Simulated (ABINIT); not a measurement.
# TiO2 (Rutile): G0W0 with ABINIT, start to end, part 2 of 3

Aim: the G0W0 gap of TiO2 (Rutile) on LDA, step by step.

ABINIT 10.8.3; LDA and many-body steps on it, plane waves. Known limits of the many-body steps: not at the basis limit; coarse k mesh.

So far. Step 2 (Ground state): The gap is direct, at Γ.

## (3) Bands along the symmetry lines

Level of this step: DFT, LDA, plane waves, norm-conserving pseudopotentials (ABINIT).

The cheap functional maps the bands first; the places of the edges decide which points the dearer methods must see.

run.abi

```
acell 3*1.0 Angstrom
rprim 
  4.592200000000 0.000000000000 0.000000000000
  0.000000000000 4.592200000000 0.000000000000
  0.000000000000 0.000000000000 2.957400000000
ntypat 2
znucl 22 8
natom 6
typat 1 1 2 2 2 2
xred 
  0.000000000000 0.000000000000 0.000000000000
  0.500000000000 0.500000000000 0.500000000000
  0.304960000000 0.304960000000 0.000000000000
  0.195040000000 0.804960000000 0.500000000000
  0.695040000000 0.695040000000 0.000000000000
  0.804960000000 0.195040000000 0.500000000000
pp_dirpath "pseudos"
pseudos "Ti.upf, O.upf"
ecut 38
iscf -2
irdden 1
kptopt 0
nkpt 75
kpt 
  0.00000000 0.00000000 0.00000000
  0.00000000 0.06250000 0.00000000
  0.00000000 0.12500000 0.00000000
  0.00000000 0.18750000 0.00000000
  0.00000000 0.25000000 0.00000000
  0.00000000 0.31250000 0.00000000
  0.00000000 0.37500000 0.00000000
  0.00000000 0.43750000 0.00000000
  0.00000000 0.50000000 0.00000000
  0.06250000 0.50000000 0.00000000
  0.12500000 0.50000000 0.00000000
  0.18750000 0.50000000 0.00000000
  0.25000000 0.50000000 0.00000000
  0.31250000 0.50000000 0.00000000
  0.37500000 0.50000000 0.00000000
  0.43750000 0.50000000 0.00000000
  0.50000000 0.50000000 0.00000000
  0.43750000 0.43750000 0.00000000
  0.37500000 0.37500000 0.00000000
  0.31250000 0.31250000 0.00000000
  0.25000000 0.25000000 0.00000000
  0.18750000 0.18750000 0.00000000
  0.12500000 0.12500000 0.00000000
  0.06250000 0.06250000 0.00000000
  0.00000000 0.00000000 0.00000000
  0.00000000 0.00000000 0.06250000
  0.00000000 0.00000000 0.12500000
  0.00000000 0.00000000 0.18750000
  0.00000000 0.00000000 0.25000000
  0.00000000 0.00000000 0.31250000
  0.00000000 0.00000000 0.37500000
  0.00000000 0.00000000 0.43750000
  0.00000000 0.00000000 0.50000000
  0.00000000 0.06250000 0.50000000
  0.00000000 0.12500000 0.50000000
  0.00000000 0.18750000 0.50000000
  0.00000000 0.25000000 0.50000000
  0.00000000 0.31250000 0.50000000
  0.00000000 0.37500000 0.50000000
  0.00000000 0.43750000 0.50000000
  0.00000000 0.50000000 0.50000000
  0.06250000 0.50000000 0.50000000
  0.12500000 0.50000000 0.50000000
  0.18750000 0.50000000 0.50000000
  0.25000000 0.50000000 0.50000000
  0.31250000 0.50000000 0.50000000
  0.37500000 0.50000000 0.50000000
  0.43750000 0.50000000 0.50000000
  0.50000000 0.50000000 0.50000000
  0.43750000 0.43750000 0.50000000
  0.37500000 0.37500000 0.50000000
  0.31250000 0.31250000 0.50000000
  0.25000000 0.25000000 0.50000000
  0.18750000 0.18750000 0.50000000
  0.12500000 0.12500000 0.50000000
  0.06250000 0.06250000 0.50000000
  0.00000000 0.00000000 0.50000000
  0.00000000 0.50000000 0.00000000
  0.00000000 0.50000000 0.06250000
  0.00000000 0.50000000 0.12500000
  0.00000000 0.50000000 0.18750000
  0.00000000 0.50000000 0.25000000
  0.00000000 0.50000000 0.31250000
  0.00000000 0.50000000 0.37500000
  0.00000000 0.50000000 0.43750000
  0.00000000 0.50000000 0.50000000
  0.50000000 0.50000000 0.00000000
  0.50000000 0.50000000 0.06250000
  0.50000000 0.50000000 0.12500000
  0.50000000 0.50000000 0.18750000
  0.50000000 0.50000000 0.25000000
  0.50000000 0.50000000 0.31250000
  0.50000000 0.50000000 0.37500000
  0.50000000 0.50000000 0.43750000
  0.50000000 0.50000000 0.50000000
istwfk *1
nband 31
nbdbuf 2
tolwfr 1e-08
nstep 40
prtwf 0
prtvol 0
indata_prefix "in"
outdata_prefix "out"
tmpdata_prefix "tmp"
```

Launch:

```bash
OMP_NUM_THREADS=1 mpirun -n 4 abinit run.abi > log
```

Numbers of over 12 decimals in the logs are rounded to 6 here.

What it wrote:

```text
.Version 10.8.3 of ABINIT. v10.8.2 released Aug 2026.

 Symmetries : space group P4_2/m n m (#136); Bravais tP (primitive tetrag.)
[... echo of the input left out ...]
== DATASET  1 ==================================================================
-   mpi_nproc: 4, omp_nthreads: 1 (-1 if OMP is not activated)

--- !DatasetInfo
iteration_state: {dtset: 1, }
dimensions: {natom: 6, nkpt: 75, mband: 31, nsppol: 1, nspinor: 1, nspden: 1, mpw: 4748, }
cutoff_energies: {ecut:  38.0, pawecutdg:  -1.0, }
electrons: {nelect:   4.80000000E+01, charge:   0.00000000E+00, occopt:   1.00000000E+00, tsmear:   1.00000000E-02, }

 Real(R)+Recip(G) space primitive vectors, cartesian coordinates (Bohr,Bohr^-1):
 R(1)=  8.6780003  0.0000000  0.0000000  G(1)=  0.1152339  0.0000000  0.0000000
 R(2)=  0.0000000  8.6780003  0.0000000  G(2)=  0.0000000  0.1152339  0.0000000
 R(3)=  0.0000000  0.0000000  5.5886760  G(3)=  0.0000000  0.0000000  0.1789333
 Unit cell volume ucvol=  4.2087028E+02 bohr^3
 Angles (23,13,12)=  9.00000000E+01  9.00000000E+01  9.00000000E+01 degrees

 getcut: wavevector=  0.0000  0.0000  0.0000  ngfft=  50  50  32
         ecut(hartree)=     38.000   => boxcut(ratio)=   2.06340

--- Pseudopotential description ------------------------------------------------
- Ti Generated using ONCVPSP code by D. R. Hamann
- 22.00000  12.00000  180309                  znucl, zion, pspdat
12 -1012 2 -1 1568                            pspcod,pspxc,lmax,lloc,mmax
     nproj     2     2     2
  pspatm : epsatm=   14.84363209
         --- l  ekb(1:nproj) -->
             0   11.277028    1.250396
             1    1.832338   -0.094357
             2   -5.297893   -1.508002
 pspatm: atomic psp has been read  and splines computed

- O Generated using ONCVPSP code by D. R. Hamann
-  8.00000   6.00000  201201                  znucl, zion, pspdat
12 -1012 2 -1 926                             pspcod,pspxc,lmax,lloc,mmax
     nproj     2     2     1
  pspatm : epsatm=    6.27558587
         --- l  ekb(1:nproj) -->
[...]
2   -1.033686
 pspatm: atomic psp has been read  and splines computed

--------------------------------------------------------------------------------

================================================================================
 prteigrs : about to open file out_EIG
 Non-SCF case, kpt    1 (  0.00000  0.00000  0.00000), residuals and eigenvalues=
  8.85E-09  3.27E-09  3.40E-09  7.04E-09  3.40E-09  6.89E-09  8.49E-09  3.70E-09
  8.80E-09  7.42E-09  4.98E-09  9.30E-09  6.86E-09  7.54E-09  4.13E-09  4.44E-09
  8.11E-09  5.04E-09  4.52E-09  5.56E-09  8.13E-09  3.46E-09  3.06E-09  8.90E-09
  5.41E-09  9.59E-09  5.21E-09  4.52E-09  8.93E-09  3.90E-06  4.09E-06
 -1.8742E+00 -1.8735E+00 -1.0162E+00 -1.0162E+00 -1.0099E+00 -1.0099E+00
 -1.0087E+00 -1.0074E+00 -4.6454E-01 -4.1946E-01 -3.9074E-01 -3.9074E-01
[...]
9.2369E-02  9.2369E-02  1.4527E-01  1.4527E-01  1.6794E-01  1.6794E-01
  2.8736E-01  2.8736E-01  3.1074E-01  3.1074E-01  3.1080E-01  3.1080E-01
  4.1356E-01

--- !ResultsGS
iteration_state: {dtset: 1, }
comment   : Summary of ground state results
lattice_vectors:
- [  8.6780003,   0.0000000,   0.0000000, ]
- [  0.0000000,   8.6780003,   0.0000000, ]
- [  0.0000000,   0.0000000,   5.5886760, ]
lattice_lengths: [   8.67800,    8.67800,    5.58868, ]
lattice_angles: [ 90.000,  90.000,  90.000, ] # degrees, (23, 13, 12)
lattice_volume:   4.2087028E+02
convergence: {deltae:  0.000E+00, res2:  0.000E+00, residm:  9.995E-09, diffor:  0.000E+00, }
etotal    :  -1.85096270E+02
entropy   :   0.00000000E+00
fermie    :   1.92991521E-01
cartesian_stress_tensor: null
pressure_GPa: null
xred      :
- [  0.0000E+00,   0.0000E+00,   0.0000E+00, Ti]
- [  5.0000E-01,   5.0000E-01,   5.0000E-01, Ti]
- [  3.0496E-01,   3.0496E-01,   0.0000E+00,  O]
- [  1.9504E-01,   8.0496E-01,   5.0000E-01,  O]
- [  6.9504E-01,   6.9504E-01,   0.0000E+00,  O]
- [  8.0496E-01,   1.9504E-01,   5.0000E-01,  O]
cartesian_forces: null
force_length_stats: {min: null, max: null, mean: null, }

 Integrated electronic density in atomic spheres:
 ------------------------------------------------
 Atom  Sphere_radius  Integrated_density
[...]
================================================================================

 ----iterations are completed or convergence reached----

 Mean square residual over all n,k,spin=   61.745E-10; max=  99.946E-10
 reduced coordinates (array xred) for    6 atoms
[...]
0.695040000000      0.695040000000      0.000000000000
       0.804960000000      0.195040000000      0.500000000000

 cartesian coordinates (angstrom) at end:
    1      0.000000     0.000000     0.000000
    2      2.296100     2.296100     1.478700
    3      1.400437     1.400437     0.000000
    4      0.895663     3.696537     1.478700
    5      3.191763     3.191763     0.000000
    6      3.696537     0.895663     1.478700
 length scales=  1.889726125908  1.889726125908  1.889726125908 bohr
              =  1.000000000000  1.000000000000  1.000000000000 angstroms
 prteigrs : about to open file out_EIG
 Eigenvalues (hartree) for nkpt=  75  k points:
 kpt#   1, nband= 31, wtk=  1.00000, kpt=  0.0000  0.0000  0.0000 (reduced coord)
[...]
kpt#   2, nband= 31, wtk=  1.00000, kpt=  0.0000  0.0625  0.0000 (reduced coord)
[...]
kpt#   3, nband= 31, wtk=  1.00000, kpt=  0.0000  0.1250  0.0000 (reduced coord)
[...]
kpt#  74, nband= 31, wtk=  1.00000, kpt=  0.5000  0.5000  0.4375 (reduced coord)
[...]
0.28956    0.28956    0.30939    0.30939    0.30978    0.30978    0.41536
 kpt#  75, nband= 31, wtk=  1.00000, kpt=  0.5000  0.5000  0.5000 (reduced coord)
[...]
-0.41448   -0.41448   -0.40327   -0.40327    0.01608    0.01608    0.02281    0.02281
   0.06227    0.06227    0.09237    0.09237    0.14527    0.14527    0.16794    0.16794
   0.28736    0.28736    0.31074    0.31074    0.31080    0.31080    0.41356

== END DATASET(S) ==============================================================
================================================================================

 -outvars: echo values of variables after computation  --------
            nband          31
             nkpt          75
          spgroup         136
 [... the other variables as echoed above ...]

 Calculation completed.
```

The job ended after 89 s (4 MPI ranks of Arm Neoverse V1, shared host; peak memory 0.42 GiB).

Numbers from this step:

```
gap                        : 1.836 eV
k of the valence top       : 0, 0, 0
k of the conduction bottom : 0, 0, 0
least direct gap           : 1.836 eV
```

The gap is 1.836 eV, as in the run before at this level.

The electronic bands at the labelled points (eV, zero at the top of the highest filled band):

| point | band 21 | band 22 | band 23 | band 24 | band 25 | band 26 | band 27 | band 28 |
| --- | --- | --- | --- | --- | --- | --- | --- | --- |
| Γ | -0.71 | -0.46 | -0.46 | 0.00 | 1.84 | 2.12 | 2.39 | 2.48 |
| halfway | -1.46 | -1.08 | -0.83 | -0.24 | 2.14 | 2.45 | 2.71 | 2.78 |
| X | -1.66 | -1.66 | -0.75 | -0.75 | 2.51 | 2.51 | 3.01 | 3.01 |
| halfway | -1.49 | -1.49 | -1.11 | -1.11 | 2.24 | 2.24 | 2.75 | 2.75 |
| M | -1.32 | -1.32 | -1.08 | -1.08 | 1.88 | 1.88 | 2.51 | 2.51 |
| halfway | -1.76 | -1.15 | -1.14 | -0.41 | 1.91 | 2.49 | 2.55 | 3.02 |
| Γ | -0.71 | -0.46 | -0.46 | 0.00 | 1.84 | 2.12 | 2.39 | 2.48 |
| halfway | -1.80 | -1.51 | -1.51 | -0.48 | 2.20 | 2.53 | 2.82 | 3.13 |
| Z | -2.43 | -2.43 | -1.44 | -1.44 | 2.97 | 2.97 | 3.16 | 3.16 |
| halfway | -1.82 | -1.82 | -1.64 | -1.64 | 2.43 | 2.43 | 3.17 | 3.17 |
| R | -2.08 | -2.08 | -1.05 | -1.05 | 1.86 | 1.86 | 3.19 | 3.19 |
| halfway | -1.55 | -1.55 | -0.89 | -0.89 | 2.13 | 2.13 | 3.20 | 3.20 |
| A | -1.30 | -1.30 | -0.68 | -0.68 | 2.57 | 2.57 | 3.20 | 3.20 |
| halfway | -1.88 | -1.59 | -1.40 | -1.22 | 2.07 | 2.76 | 3.17 | 3.18 |
| Z | -2.43 | -2.43 | -1.44 | -1.44 | 2.97 | 2.97 | 3.16 | 3.16 |
| jump to X | -1.66 | -1.66 | -0.75 | -0.75 | 2.51 | 2.51 | 3.01 | 3.01 |
| halfway | -2.00 | -2.00 | -0.86 | -0.86 | 2.54 | 2.54 | 3.18 | 3.18 |
| R | -2.08 | -2.08 | -1.05 | -1.05 | 1.86 | 1.86 | 3.19 | 3.19 |
| jump to M | -1.32 | -1.32 | -1.08 | -1.08 | 1.88 | 1.88 | 2.51 | 2.51 |
| halfway | -1.82 | -1.82 | -1.37 | -1.37 | 2.67 | 2.67 | 2.86 | 2.86 |
| A | -1.30 | -1.30 | -0.68 | -0.68 | 2.57 | 2.57 | 3.20 | 3.20 |

## (4) Empty states on the mesh, 4×4×4 mesh, 106 bands

The sums over transitions need many empty states on a uniform mesh; this step solves for them.

run.abi

```
acell 3*1.0 Angstrom
rprim 
  4.592200000000 0.000000000000 0.000000000000
  0.000000000000 4.592200000000 0.000000000000
  0.000000000000 0.000000000000 2.957400000000
ntypat 2
znucl 22 8
natom 6
typat 1 1 2 2 2 2
xred 
  0.000000000000 0.000000000000 0.000000000000
  0.500000000000 0.500000000000 0.500000000000
  0.304960000000 0.304960000000 0.000000000000
  0.195040000000 0.804960000000 0.500000000000
  0.695040000000 0.695040000000 0.000000000000
  0.804960000000 0.195040000000 0.500000000000
pp_dirpath "pseudos"
pseudos "Ti.upf, O.upf"
ecut 38
ngkpt 4 4 4
nshiftk 1
shiftk 0 0 0
kptopt 1
chksymbreak 0
iscf -2
irdden 1
istwfk *1
nband 106
nbdbuf 8
tolwfr 1e-09
nstep 60
prtvol 0
indata_prefix "in"
outdata_prefix "out"
tmpdata_prefix "tmp"
```

What it wrote:

```text
.Version 10.8.3 of ABINIT. v10.8.2 released Aug 2026.

 Symmetries : space group P4_2/m n m (#136); Bravais tP (primitive tetrag.)
[... echo of the input left out ...]
== DATASET  1 ==================================================================
-   mpi_nproc: 4, omp_nthreads: 1 (-1 if OMP is not activated)

--- !DatasetInfo
iteration_state: {dtset: 1, }
dimensions: {natom: 6, nkpt: 18, mband: 106, nsppol: 1, nspinor: 1, nspden: 1, mpw: 4748, }
cutoff_energies: {ecut:  38.0, pawecutdg:  -1.0, }
electrons: {nelect:   4.80000000E+01, charge:   0.00000000E+00, occopt:   1.00000000E+00, tsmear:   1.00000000E-02, }

 Real(R)+Recip(G) space primitive vectors, cartesian coordinates (Bohr,Bohr^-1):
 R(1)=  8.6780003  0.0000000  0.0000000  G(1)=  0.1152339  0.0000000  0.0000000
 R(2)=  0.0000000  8.6780003  0.0000000  G(2)=  0.0000000  0.1152339  0.0000000
 R(3)=  0.0000000  0.0000000  5.5886760  G(3)=  0.0000000  0.0000000  0.1789333
 Unit cell volume ucvol=  4.2087028E+02 bohr^3
 Angles (23,13,12)=  9.00000000E+01  9.00000000E+01  9.00000000E+01 degrees

 getcut: wavevector=  0.0000  0.0000  0.0000  ngfft=  50  50  32
         ecut(hartree)=     38.000   => boxcut(ratio)=   2.06340

--- Pseudopotential description ------------------------------------------------
- Ti Generated using ONCVPSP code by D. R. Hamann
- 22.00000  12.00000  180309                  znucl, zion, pspdat
12 -1012 2 -1 1568                            pspcod,pspxc,lmax,lloc,mmax
     nproj     2     2     2
  pspatm : epsatm=   14.84363209
         --- l  ekb(1:nproj) -->
             0   11.277028    1.250396
             1    1.832338   -0.094357
             2   -5.297893   -1.508002
 pspatm: atomic psp has been read  and splines computed

- O Generated using ONCVPSP code by D. R. Hamann
-  8.00000   6.00000  201201                  znucl, zion, pspdat
12 -1012 2 -1 926                             pspcod,pspxc,lmax,lloc,mmax
     nproj     2     2     1
  pspatm : epsatm=    6.27558587
         --- l  ekb(1:nproj) -->
[...]
2   -1.033686
 pspatm: atomic psp has been read  and splines computed

--------------------------------------------------------------------------------

================================================================================
 prteigrs : about to open file out_EIG
 Non-SCF case, kpt    1 (  0.00000  0.00000  0.00000), residuals and eigenvalues=
  2.91E-10  3.47E-10  1.48E-10  5.15E-10  4.24E-10  8.58E-10  7.45E-10  7.68E-10
  7.74E-10  7.65E-11  8.88E-11  1.50E-10  1.83E-10  1.28E-10  2.04E-10  1.04E-10
  2.03E-10  9.93E-11  1.63E-10  1.73E-10  2.44E-10  1.95E-10  2.03E-10  2.20E-10
[...]
9.45E-06  1.93E-04
 -1.8742E+00 -1.8735E+00 -1.0162E+00 -1.0162E+00 -1.0099E+00 -1.0099E+00
 -1.0087E+00 -1.0074E+00 -4.6454E-01 -4.1946E-01 -3.9074E-01 -3.9074E-01
 -2.2032E-02 -5.9172E-03  8.2848E-03  5.1309E-02  5.1309E-02  9.7883E-02
[...]
2.1037E+00  2.1333E+00  2.1333E+00  2.1525E+00  2.1780E+00  2.1970E+00
  2.2361E+00  2.2361E+00  2.2510E+00  2.2615E+00  2.3138E+00  2.3496E+00
  2.3497E+00  2.3873E+00  2.3873E+00  2.4183E+00
 prteigrs : prtvol=0 or 1, do not print more k-points.

--- !ResultsGS
iteration_state: {dtset: 1, }
comment   : Summary of ground state results
lattice_vectors:
- [  8.6780003,   0.0000000,   0.0000000, ]
- [  0.0000000,   8.6780003,   0.0000000, ]
- [  0.0000000,   0.0000000,   5.5886760, ]
lattice_lengths: [   8.67800,    8.67800,    5.58868, ]
lattice_angles: [ 90.000,  90.000,  90.000, ] # degrees, (23, 13, 12)
lattice_volume:   4.2087028E+02
convergence: {deltae:  0.000E+00, res2:  0.000E+00, residm:  9.989E-10, diffor:  0.000E+00, }
etotal    :  -1.85096270E+02
entropy   :   0.00000000E+00
fermie    :   1.92991521E-01
cartesian_stress_tensor: null
pressure_GPa: null
xred      :
- [  0.0000E+00,   0.0000E+00,   0.0000E+00, Ti]
- [  5.0000E-01,   5.0000E-01,   5.0000E-01, Ti]
- [  3.0496E-01,   3.0496E-01,   0.0000E+00,  O]
- [  1.9504E-01,   8.0496E-01,   5.0000E-01,  O]
- [  6.9504E-01,   6.9504E-01,   0.0000E+00,  O]
- [  8.0496E-01,   1.9504E-01,   5.0000E-01,  O]
cartesian_forces: null
force_length_stats: {min: null, max: null, mean: null, }

 Integrated electronic density in atomic spheres:
 ------------------------------------------------
 Atom  Sphere_radius  Integrated_density
[...]
================================================================================

 ----iterations are completed or convergence reached----

 Mean square residual over all n,k,spin=   37.202E-11; max=  99.889E-11
 reduced coordinates (array xred) for    6 atoms
[...]
0.695040000000      0.695040000000      0.000000000000
       0.804960000000      0.195040000000      0.500000000000

 cartesian coordinates (angstrom) at end:
    1      0.000000     0.000000     0.000000
    2      2.296100     2.296100     1.478700
    3      1.400437     1.400437     0.000000
    4      0.895663     3.696537     1.478700
    5      3.191763     3.191763     0.000000
    6      3.696537     0.895663     1.478700
 length scales=  1.889726125908  1.889726125908  1.889726125908 bohr
              =  1.000000000000  1.000000000000  1.000000000000 angstroms
 prteigrs : about to open file out_EIG
 Eigenvalues (hartree) for nkpt=  18  k points:
 kpt#   1, nband=106, wtk=  0.01563, kpt=  0.0000  0.0000  0.0000 (reduced coord)
[...]
2.07373    2.10371    2.10371    2.13330    2.13330    2.15254    2.17799    2.19696
   2.23614    2.23614    2.25103    2.26148    2.31378    2.34965    2.34965    2.38730
   2.38732    2.41831
 prteigrs : prtvol=0 or 1, do not print more k-points.

== END DATASET(S) ==============================================================
================================================================================

 -outvars: echo values of variables after computation  --------
            nband         106
             nkpt          18
          spgroup         136
 [... the other variables as echoed above ...]

 Calculation completed.
```

Run time: 72 s. Hardware: 4 MPI ranks; peak memory 0.42 GiB.

Numbers from this step:

```yaml
gap: 1.836 eV
k_of_the_valence_top: 0, 0, 0
k_of_the_conduction_bottom: 0, 0, 0
least_direct_gap: 1.836 eV
k_points_computed: 18
lowest_point_of_the_top_converged_band_above_the_valence_top: 52.7384 eV
```

On this mesh the gap is 1.836 eV.

[end of part 2 of 3]

[Paths, hosts, dates, memory and timing lines, banners, echoed tables and standing remarks are left out of the program output.]

[Logs are printed without paths, hosts, clocks, repeated set-up lines and the standing remarks that a program may print on its own settings, such as how far it seeks lower states.]

[Runs of the session that timed out or met a known fault of the program may be left out.]

[Hosts, paths, dates, database ids (printed as entryN), source tags and the programs' standing remarks are cut or masked in the printed files.]

[G0W0 gaps are taken among the corrected bands and points alone; a level outside them can change the order at an edge.]

[Where Ansatz stands beside ABINIT at settings called matched, ABINIT's density can come from a denser mesh and the files from another edition; pairs whose starting gaps differed by over 0.03 eV were left out, so agreement reads better than it is.]
